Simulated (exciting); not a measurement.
Consider TiO2 (Anatase), space group I4_1/amd.

```xyz
6
Lattice="-1.8921 1.8921 4.7573 1.8921 -1.8921 4.7573 1.8921 1.8921 -4.7573" Properties=species:S:1:pos:R:3 pbc="T T T"
Ti    0.0000    1.8921    2.3786
Ti    0.0000    0.0000    0.0000
O     0.0000    0.0000    7.5346
O     0.0000    1.8921    0.3987
O     0.0000    1.8921    4.3586
O     0.0000    0.0000    1.9800
```

Absorber: atom 1, with 4 O at 1.93 Å and 2 O at 1.98 Å (distorted octahedral, site symmetry -4m2). Method: exciting, all-electron LAPW+lo, LDA, spinor conduction states, exchange and screened direct term (singlet BSE), 2×2×2 shifted k points, 26 conduction spinor bands, |G+q| up to 4.5 bohr⁻¹ (3.9 in the exchange term), full RPA screening with nempty = 60, Lorentzian half width 0.25 eV.

**Question.** What does the Ti L₂,₃ spectrum look like, and is there a bound core exciton?

Bound core exciton? Yes on this mesh: the first bright state (over 5 % of the brightest) lies at -2.77 eV from the Kohn–Sham onset and at -3.55 eV from the lowest bare transition of its own mesh; weaker or dark states reach down to -3.16 eV. Maxima (height): -2.5 eV (0.66), -0.7 eV (1.00), 3.2 eV (0.70) and 4.8 eV (0.67).

Energy from the Kohn–Sham onset, core level to the lowest empty state found on the meshes used; Im ε in relative units:

```csv
E (eV),Im ε
-4.75,0.02
-4.50,0.02
-4.25,0.02
-4.00,0.03
-3.75,0.04
-3.50,0.06
-3.25,0.11
-3.00,0.20
-2.75,0.37
-2.50,0.65
-2.25,0.43
-2.00,0.20
-1.75,0.15
-1.50,0.17
-1.25,0.28
-1.00,0.56
-0.75,1.00
-0.50,0.61
-0.25,0.26
0.00,0.15
0.25,0.12
0.50,0.13
0.75,0.13
1.00,0.14
1.25,0.14
1.50,0.12
1.75,0.09
2.00,0.08
2.25,0.08
2.50,0.12
2.75,0.24
3.00,0.52
3.25,0.65
3.50,0.32
3.75,0.18
4.00,0.14
4.25,0.16
4.50,0.28
4.75,0.59
5.00,0.56
5.25,0.23
5.50,0.12
5.75,0.08
6.00,0.07
6.25,0.07
6.50,0.08
6.75,0.09
7.00,0.09
7.25,0.07
7.50,0.04
7.75,0.03
8.00,0.02
8.25,0.02
8.50,0.02
8.75,0.02
9.00,0.02
9.25,0.02
9.50,0.02
```

With 8 k points the binding energies are rough, and the weak maxima beyond the white lines are largely noise of the mesh. The multiplet shape isn't converged in the kernel cutoffs, and the cutoff of the direct term wasn't varied. Measured L₃ and L₂ lines of such d⁰ ions are about equally strong. The zero comes from the unshifted 4×4×4 ground-state mesh; it is exact only where the band minimum lies on that mesh. The Kohn–Sham onset, 438 eV, is no photon energy (tabulated edge of the element: 453.8 eV): the scale needs a rigid shift. Bands and screening come from semilocal DFT, whose small gap overscreens. Charge-transfer satellites and vibrations lie outside this two-particle theory. The structure is a published determination, not relaxed.

[Banner, clock and machine lines of the logs are left out without a mark of their own.]

[Logs are printed without paths, hosts, clocks, repeated set-up lines and the standing remarks that a program may print on its own settings, such as how far it seeks lower states.]

[Hosts, paths, dates, database ids (printed as entryN), source tags and the programs' standing remarks are cut or masked in the printed files.]
